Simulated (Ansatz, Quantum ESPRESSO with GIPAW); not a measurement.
# C_Q, η_Q and the second-order shift of 17O in SiO2 (Stishovite)

A plane-wave PAW calculation (PBE, Ansatz) gives this electric field gradient, in 10²¹ V/m² and Cartesian axes, at one O site of SiO2 (Stishovite) (atom 3; bound to Si3; site symmetry m2m):

```
     -2.3190       -8.7678        0.0000
     -8.7678       -2.3190        0.0000
      0.0000        0.0000        4.6380
```

17O has spin 5/2, Q = -0.02558 barn and |γ|/2π = 5.7742 MHz/T. The cell is the P4_2/mnm form of a database entry, static and at 0 K. 

**Task.** Find C_Q, η_Q and ν_Q, and the shift and width of the central transition under fast MAS at 9.4 T and 16.4 T.

1. The tensor is symmetric and traceless. Its eigenvalues, ordered by size, are V_xx = 4.6380, V_yy = 6.4488 and V_zz = -11.0868.

2. η_Q = (V_xx − V_yy)/V_zz = 0.163.

3. C_Q = eQV_zz/h. One unit of 10²¹ V/m² with one barn gives 24.18 MHz, so C_Q = 24.18 × −0.02558 × −11.0868 = 6.857 MHz. A spectrum shows its size, not its sign.

4. ν_Q = 3C_Q/[2I(2I−1)] = 1.029 MHz in size, and P_Q = |C_Q|√(1 + η²/3) = 6.888 MHz.

5. The resonances lie at ν0 = 54.28 and 94.70 MHz, so ν_Q/ν0 is 0.019 at most and second order holds. The centre of gravity moves by δ_Q = −(3/40)(P_Q/ν0)² F × 10⁶ ppm, with F = [I(I+1) − 3/4]/[I²(2I−1)²] = 0.08: -96.6 ppm at 9.4 T and -31.7 ppm at 16.4 T.

6. Summing the second-order term over orientations gives a full width of 216 ppm (12 kHz) and 71.1 ppm (6.7 kHz). In ppm both fall as 1/B²: (9.4/16.4)² = 0.329. The spinning rate must pass the static width for this shape to show cleanly.

[Banner, clock, file and message-heading lines were taken out of the pw.x and gipaw.x logs.]

[Logs are printed without paths, hosts, clocks, repeated set-up lines and the standing remarks that a program may print on its own settings, such as how far it seeks lower states.]

[Hosts, paths, dates, database ids (printed as entryN), source tags and the programs' standing remarks are cut or masked in the printed files.]
